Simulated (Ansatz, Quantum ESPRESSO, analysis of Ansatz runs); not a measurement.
# Na2WO4 (Fd-3m), V_Na hop (3.2 Å): attempt frequency at charge −1

Aim: the prefactor of a hop in Na2WO4 (Fd-3m) (V_Na hop (3.2 Å), charge −1) from the modes of the moving atom at the start and at the top of a path found beforehand. Model: a cell of 56 host atoms with 1 Na taken out.

Calculated with Ansatz 0.2.0; plane-wave PAW DFT, PBEsol; finite-difference force constants of the moving atom alone.

### 1. Set-up

The cell holds 55 atoms: 15 Na, 8 W and 32 O. Cell: a = 9.109 Å, b = 9.109 Å, c = 9.109 Å, α = 90.0°, β = 90.0°, γ = 90.0°. It derives from Na2WO4 (space group Fd-3m). Nearest the centre at fractional (0.000, 0.375, 0.500): Na1 at 1.48 Å, O38 at 1.87 Å, O28 at 1.88 Å, Na8 at 2.69 Å, Na13 at 2.70 Å, O48 at 2.84 Å, O42 at 2.90 Å, O33 at 2.96 Å. The cell carries charge −1.

The cell's shortest repeat is 9.1 Å.

### 2. Vibrations of the moving atom at the start point

Harmonic transition-state theory takes the prefactor from the modes at the minimum and at the top. Only the moving atom is displaced, by 0.02 Å, which takes six displaced runs and a reference; the host's atoms are held.

qm1.start.modes/input.yaml

```yaml
crystal:
  lattice:
    - [9.1091061, 0.0, 0.0]
    - [0.0, 9.1091061, 0.0]
    - [0.0, 0.0, 9.1091061]
  atoms:
    - { symbol: Na, position: [0.11500262, 0.36925578, 0.38570513] }
    - { symbol: Na, position: [0.1238184, 0.87476554, 0.87381473] }
    - { symbol: Na, position: [0.63572928, 0.38029365, 0.86500691] }
    - { symbol: Na, position: [0.62690936, 0.87480467, 0.37688358] }
    - { symbol: Na, position: [0.37534375, 0.1263028, 0.37690952] }
    - { symbol: Na, position: [0.37534651, 0.62325476, 0.87385697] }
    - { symbol: Na, position: [0.88083711, 0.13510614, 0.86498974] }
    - { symbol: Na, position: [0.86980293, 0.61434636, 0.38573109] }
    - { symbol: Na, position: [0.37537154, 0.37479172, 0.12539815] }
    - { symbol: Na, position: [0.37535937, 0.87476501, 0.62536172] }
    - { symbol: Na, position: [0.87536871, 0.87477038, 0.12535765] }
    - { symbol: Na, position: [0.12386248, 0.12630555, 0.12532651] }
    - { symbol: Na, position: [0.1149837, 0.61439056, 0.63084694] }
    - { symbol: Na, position: [0.63570031, 0.1351491, 0.61985753] }
    - { symbol: Na, position: [0.6268998, 0.62327115, 0.12535138] }
    - { symbol: W, position: [0.25879601, 0.24708339, 0.75302511] }
    - { symbol: W, position: [0.25027269, 0.74966738, 0.25041241] }
    - { symbol: W, position: [0.74768967, 0.24709909, 0.24185012] }
    - { symbol: W, position: [0.74766568, 0.75823608, 0.75299201] }
    - { symbol: W, position: [0.00305026, -0.00869395, 0.4976855] }
    - { symbol: W, position: [0.00303543, 0.50243578, 0.00885474] }
    - { symbol: W, position: [0.50046608, -0.00010914, 0.00031484] }
    - { symbol: W, position: [0.49190009, 0.50245202, 0.49774162] }
    - { symbol: O, position: [0.37051402, 0.13273722, 0.63858779] }
    - { symbol: O, position: [0.36392337, 0.63707114, 0.13673873] }
    - { symbol: O, position: [0.8621134, 0.13274486, 0.13013313] }
    - { symbol: O, position: [0.86173519, 0.65067908, 0.63890972] }
    - { symbol: O, position: [0.15127415, 0.36116687, 0.63892435] }
    - { symbol: O, position: [0.1376747, 0.86331437, 0.13673734] }
    - { symbol: O, position: [0.63335468, 0.36152594, 0.13011364] }
    - { symbol: O, position: [0.63332019, 0.86996071, 0.6385568] }
    - { symbol: O, position: [0.14102131, 0.13540715, 0.86468249] }
    - { symbol: O, position: [0.13712625, 0.63652256, 0.36352954] }
    - { symbol: O, position: [0.63600275, 0.13543931, 0.35961189] }
    - { symbol: O, position: [0.63598517, 0.64048576, 0.86466583] }
    - { symbol: O, position: [0.37053337, 0.36151081, 0.86733436] }
    - { symbol: O, position: [0.36391393, 0.86332959, 0.36300047] }
    - { symbol: O, position: [0.86178492, 0.36119037, 0.34934356] }
    - { symbol: O, position: [0.8620998, 0.86996537, 0.86730212] }
    - { symbol: O, position: [0.38682075, 0.11249438, 0.11398504] }
    - { symbol: O, position: [0.38019138, 0.61678276, 0.61220469] }
    - { symbol: O, position: [0.88894369, 0.09883085, 0.61176013] }
    - { symbol: O, position: [0.88862702, 0.61677777, 0.1206057] }
    - { symbol: O, position: [0.11739757, 0.3880203, 0.12058092] }
    - { symbol: O, position: [0.11737275, 0.87958415, 0.6121458] }
    - { symbol: O, position: [0.59946973, 0.38837924, 0.61181211] }
    - { symbol: O, position: [0.61307547, 0.88624174, 0.11397698] }
    - { symbol: O, position: [0.11473612, 0.10906187, 0.38602273] }
    - { symbol: O, position: [0.11469264, 0.61411482, 0.89108876] }
    - { symbol: O, position: [0.6136044, 0.11303207, 0.88718524] }
    - { symbol: O, position: [0.60962488, 0.61414432, 0.38605238] }
    - { symbol: O, position: [0.38015875, 0.38801757, 0.3834427] }
    - { symbol: O, position: [0.38680683, 0.88623949, 0.88773735] }
    - { symbol: O, position: [0.88893286, 0.38833614, 0.90137346] }
    - { symbol: O, position: [0.88864588, 0.87954779, 0.38337519] }
  symmetry: { detect: false }
total_charge: -1
basis:
  ecutwfc: 420
  xc_grid: 2
hamiltonian:
  xc: pbesol
kpoints:
  mp_grid: { grid: [1, 1, 1], shift: [0.25, 0.25, 0.25] }
scf:
  occupations: { method: fixed }
  max_iter: 120
phonons:
  supercell: [1, 1, 1]
  displaced_sites: [0]
  amplitude: 0.02
```

Run with:

```
> ansatz run input.yaml --threads 16 --pin off --max-ram 26378MiB --backend cpu --events-out ev --progress --plain --runs-dir out
```

Numbers of over 12 decimals in the logs are rounded to 6 here.

Output:

```text
[... repeated set-up lines and file paths are left out, and long positions are rounded to six places ...]
Engine: ansatz 0.2.0, aarch64-unknown-linux-gnu
Pseudopotentials: kind: paw
Pseudopotential: Na, paw, valence charge 9, recommended cutoff 420 eV (normal), Na.paw.azcp
Pseudopotential: W, paw, valence charge 14, recommended cutoff 420 eV (normal), W.paw.azcp
Pseudopotential: O, paw, valence charge 6, recommended cutoff 420 eV (normal), O.paw.azcp
Functional definition: PBEsol
  exchange = pbesol_x
  correlation = pbesol_c
Crystal: 55 atoms, lattice volume = 755.835 Å³
Basis set: ecut = 420 eV, 14771 PW (Γ), exchange–correlation on 128×128×128 points (8 copies of the dense FFT grid, shifted against one another)
Bands: 275, of which v1, the nominal top of the filled ones, is band 220 counted from 1 (219 counted from 0)
Symmetry: 1 space group operations
k-points: 1
Non-local potential: Na, projectors of the file, l = 0: 3, l = 1: 2, l = 2: 1
Non-local potential: W, projectors of the file, l = 0: 3, l = 1: 2, l = 2: 2, l = 3: 1
Non-local potential: O, projectors of the file, l = 0: 2, l = 1: 2, l = 2: 1
PAW form: soft (Blöchl's): semilocal exchange-correlation on the pseudo side does not see the compensation charge
PAW frozen core: Na, regenerated for the run's functional, and the local potential with it (the file was generated under x = pbe(κ = 0.804, μ = 0.219515), c = pbe(β = 0.066725))
PAW frozen core: W, regenerated for the run's functional, and the local potential with it (the file was generated under x = pbe(κ = 0.804, μ = 0.219515), c = pbe(β = 0.066725))
PAW frozen core: O, regenerated for the run's functional, and the local potential with it (the file was generated under x = pbe(κ = 0.804, μ = 0.219515), c = pbe(β = 0.066725))
PAW one-centre angular grid: Na, 110 points (default); XC on 64 Gauss nodes
PAW one-centre angular grid: W, 590 points (default); XC on 64 Gauss nodes
PAW one-centre angular grid: O, 110 points (default); XC on 64 Gauss nodes
Initial density: superposition of atomic densities (neutral atoms scaled as one to the charged cell's electrons: chi_scale 0, normalization atom), corrected by the library's trained network
Initial wavefunctions: pseudopotential atomic-orbital guess
Functional: x = pbesol(κ = 0.804, μ = 0.123457), c = pbesol(β = 0.046)
SCF iter   1: F=—  HF=-122168.629040 eV  |F-HF|=—  |Δ(HF+E_count)|=         —  Δρ=1.75e-2  dr2=2.07e0  ethr=1.77e-3  ⟨swp⟩=5.0  Hψ=872  notcnv=0  defer=40
preconditioner: auto → Resta (q_TF=auto, 2.493 Å⁻¹)  ε∞=3.5  [insulator: Δε(μ)=5.091 eV  Ē_g=15.905 eV  n_scr=202 (ndim 8)  ℏωp=25.1 eV  f_vac=0.065  ε∞_Penn≈3.5]
SCF iter   2: F=—  HF=-122168.212094 eV  |F-HF|=—  |Δ(HF+E_count)|=   4.17e-1  Δρ=6.67e-3  dr2=3.86e-1  ethr=4.70e-4  ⟨swp⟩=2.0  Hψ=434  notcnv=0  defer=47
SCF iter   3: F=—  HF=-122168.130168 eV  |F-HF|=—  |Δ(HF+E_count)|=   8.19e-2  Δρ=2.02e-3  dr2=3.55e-2  ethr=8.76e-5  ⟨swp⟩=2.0  Hψ=359  notcnv=0  defer=53
SCF iter   4: F=—  HF=-122168.120556 eV  |F-HF|=—  |Δ(HF+E_count)|=   9.61e-3  Δρ=5.05e-4  dr2=3.29e-3  ethr=8.07e-6  ⟨swp⟩=2.0  Hψ=436  notcnv=0  defer=53
SCF iter   5: F=—  HF=-122168.120905 eV  |F-HF|=—  |Δ(HF+E_count)|=   3.49e-4  Δρ=7.25e-4  dr2=4.10e-3  ethr=7.48e-7  ⟨swp⟩=2.0  Hψ=365  notcnv=0  defer=53
SCF iter   6: F=—  HF=-122168.120162 eV  |F-HF|=—  |Δ(HF+E_count)|=   7.43e-4  Δρ=7.70e-5  dr2=4.74e-5  ethr=7.48e-7  ⟨swp⟩=2.0  Hψ=340  notcnv=0  defer=46
SCF iter   7: F=—  HF=-122168.123409 eV  |F-HF|=—  |Δ(HF+E_count)|=   3.25e-3  Δρ=6.02e-5  dr2=2.43e-5  ethr=1.08e-8  ⟨swp⟩=2.0  Hψ=449  notcnv=0  defer=38
SCF iter   8: F=—  HF=-122168.125176 eV  |F-HF|=—  |Δ(HF+E_count)|=   1.77e-3  Δρ=2.51e-5  dr2=4.97e-6  ethr=5.52e-9  ⟨swp⟩=2.0  Hψ=395  notcnv=0  defer=38
SCF iter   9: F=—  HF=-122168.125176 eV  |F-HF|=—  |Δ(HF+E_count)|=   1.40e-7  Δρ=6.17e-6  dr2=3.34e-7  ethr=1.13e-9  ⟨swp⟩=2.0  Hψ=392  notcnv=0  defer=38
SCF iter  10: F=—  HF=-122168.125177 eV  |F-HF|=—  |Δ(HF+E_count)|=   3.88e-7  Δρ=3.41e-6  dr2=9.77e-8  ethr=7.59e-11  ⟨swp⟩=2.0  Hψ=355  notcnv=0  defer=38
[...]
SCF 1 converged in 14 iterations: F = -122168.125177 eV  dr2 = 1.70e-10
  greatest PAW one-centre occupation: 1.000 electrons in one spin orbital (limit 2), on the W atom at site 16 (counted from 0), in its partial waves of l = 0
Initial density: handed on by an earlier stage of this run
Initial wavefunctions: those handed on with the density
[...]
SCF 2 converged in 12 iterations: F = -122168.124529 eV  dr2 = 1.37e-11
[...]
SCF 3 converged in 8 iterations: F = -122168.124536 eV  dr2 = 6.14e-11
[...]
SCF 4 converged in 12 iterations: F = -122168.124539 eV  dr2 = 1.38e-11
[...]
SCF 5 converged in 8 iterations: F = -122168.124584 eV  dr2 = 4.15e-11
[...]
SCF iter  12: F=-122168.124534 eV  HF=-122168.124534 eV  |F-HF|=2.91e-11  |Δ(HF+E_count)|=  1.46e-10  Δρ=4.63e-8  dr2=1.47e-11  ethr=1.00e-12  ⟨swp⟩=4.0  Hψ=825  notcnv=0
SCF 6 converged in 12 iterations: F = -122168.124534 eV  dr2 = 1.47e-11
iter 1 solved again at ethr=2.47e-9 eV; its pass at ethr=3.10e-3 eV (dr2=1.09e-5 eV) is discarded
SCF iter   1: F=—  HF=-122168.121339 eV  |F-HF|=—  |Δ(HF+E_count)|=         —  Δρ=6.38e-5  dr2=9.71e-6  ethr=2.47e-9  ⟨swp⟩=3.0  Hψ=940  notcnv=0  defer=38
SCF iter   2: F=—  HF=-122168.124528 eV  |F-HF|=—  |Δ(HF+E_count)|=   3.19e-3  Δρ=3.15e-5  dr2=2.19e-6  ethr=2.21e-9  ⟨swp⟩=2.0  Hψ=449  notcnv=0  defer=38
SCF iter   3: F=—  HF=-122168.124529 eV  |F-HF|=—  |Δ(HF+E_count)|=   6.42e-7  Δρ=1.51e-5  dr2=5.98e-7  ethr=4.97e-10  ⟨swp⟩=2.0  Hψ=438  notcnv=0  defer=38
SCF iter   4: F=—  HF=-122168.124529 eV  |F-HF|=—  |Δ(HF+E_count)|=   2.89e-7  Δρ=5.98e-6  dr2=2.20e-7  ethr=1.36e-10  ⟨swp⟩=2.0  Hψ=442  notcnv=0  defer=38
SCF iter   5: F=—  HF=-122168.124529 eV  |F-HF|=—  |Δ(HF+E_count)|=   3.30e-8  Δρ=1.31e-6  dr2=1.12e-8  ethr=5.00e-11  ⟨swp⟩=2.0  Hψ=338  notcnv=0  defer=38
SCF iter   6: F=—  HF=-122168.124529 eV  |F-HF|=—  |Δ(HF+E_count)|=   1.12e-9  Δρ=6.39e-7  dr2=3.03e-9  ethr=2.55e-12  ⟨swp⟩=2.0  Hψ=442  notcnv=0  defer=38
SCF iter   7: F=—  HF=-122168.124529 eV  |F-HF|=—  |Δ(HF+E_count)|=  1.60e-10  Δρ=3.10e-7  dr2=5.96e-10  ethr=1.00e-12  ⟨swp⟩=2.0  Hψ=335  notcnv=0  defer=38
SCF iter   8: F=-122168.124529 eV  HF=-122168.124529 eV  |F-HF|=5.82e-11  |Δ(HF+E_count)|=  1.31e-10  Δρ=8.59e-8  dr2=5.56e-11  ethr=1.00e-12  ⟨swp⟩=3.0  Hψ=823  notcnv=0
SCF 7 converged in 8 iterations: F = -122168.124529 eV  dr2 = 5.56e-11
SCF converged after 14 iterations
Free energy (F): -122168.125177 eV
Harris-Foulkes:  -122168.125177 eV  (|F-HF|=3.20e-10)
Internal energy: -122168.125177 eV  (E = F + TS)
E sigma→0 (E₀):  -122168.125177 eV
Fermi energy:    4.159582 eV
--- Per-component energies (eV) ---
  E_band       = -5721.590909
  E_kinetic    = 10984.889730
  E_local      = -40157.134266  (includes V_loc(G=0)·N_el)
  E_nonlocal   = 3308.078336
  E_hartree    = 14252.189529
  E_xc         = -5019.146290
  E_vxc        = -5629.385141  (∫ρ·V_xc dr)
  E_paw        = -76159.191198  (= ΣΔE_a)
  E_vpaw       = -2732.498244  (= ΣTr[D̂ρ^β])
  E_aug_tail   = 0.078894  (compensation charges beyond the density's cutoff)
  E_ewald      = -29381.613868
  E_core_change = 3.723957  (= ΣΔE_core)
  E_smearing   = -0.000000  (= −TS)
  E_closure    = 0.000000  (closes the sum)
  E_deformation_potential = -13.931421  (in the stress; not in F)
  Σ components = -122168.125177   (vs F -122168.125177, Δ=0.00e0)
--- Forces (eV/Å), atoms counted from 1 ---
  atom   1  Na    -0.00037406    -0.00132179     0.00031984
  atom   2  Na     0.00067838     0.00003910     0.00067898
  [... 5 atoms left out ...]
  atom   8  Na    -0.00045860     0.00106182    -0.00011455
  [... 4 atoms left out ...]
  atom  13  Na    -0.00011242     0.00018820     0.00172250
  [... 4 atoms left out ...]
  atom  18  W     -0.00195442    -0.00157664     0.00885018
  [... 8 atoms left out ...]
  atom  27  O      0.00026459     0.00042063    -0.00071857
  atom  28  O     -0.00021888    -0.00004064    -0.00084144
  [... 4 atoms left out ...]
  atom  33  O      0.00305621     0.00264336    -0.00331728
  [... 4 atoms left out ...]
  atom  38  O     -0.00017258    -0.00065645     0.00040438
  [... 3 atoms left out ...]
  atom  42  O     -0.00011152     0.00042393     0.00107996
  [... 5 atoms left out ...]
  atom  48  O     -0.00040886    -0.00080855     0.00037333
  [... 7 atoms left out ...]
  max |Σ_I F_I| component: 4.48e-5 eV/Å
--- Band table (eV) ---
  k-point 0: bands = ["-68.7795", "-68.7793", "-68.6455", "-68.6454", [... 267 left out ...] "14.0317", "14.2950", "14.3299", "14.4268"]
--- Phonons: 6 displaced members + reference (amplitude 0.02 Å, Σ member SCF iterations 60) ---
  symmetry images taken by strict's conditions (phonons.symmetry_images: auto; settled by no image being taken that strict refuses)
  force constants formed among 1 of 55 sites (Na 0); the other 54 at rest. The modes move the named sites alone.
  the frequencies, the zero-point energy and the sums are of the block with the acoustic sum rule laid on its rows. Row sums over every site: 1.6e-3 eV/Å² at the most
  transpose residual: 8.0e-5 eV/Å²
  largest component of a force at the reference: 1.3e-3 eV/Å on a named site, 8.9e-3 eV/Å on a site at rest
  frequencies among the named sites at Γ of the cell (cm⁻¹): 173.32 201.68 205.12
  unstable modes among the named sites: 0
  frequencies as built, with no sum rule (cm⁻¹): 173.30 201.65 205.10
  zero-point energy: 0.035963 eV/cell   skipped modes (ω ≤ 0): 0
  not written: the harmonic force-constant file, the file of eigenvectors (these modes' are written with the force constants), the density of states and the dispersion, which are of every site
```

Wall time 48 s (16 threads of Arm Neoverse N1, shared host); peak memory 1.6 GiB.

Numbers from this step:

```yaml
free_energy: -122168.1252 eV
frequencies_of_moving_atom: 173.3, 201.7, 205.1 cm⁻¹ (negative: imaginary)
```

The three modes are 173, 202 and 205 cm⁻¹: all real, a minimum for this atom with the others held.

[end of part 1 of 2]

[Logs are printed without paths, hosts, clocks, repeated set-up lines and the standing remarks that a program may print on its own settings, such as how far it seeks lower states.]

[Hosts, paths, dates, database ids (printed as entryN), source tags and the programs' standing remarks are cut or masked in the printed files.]
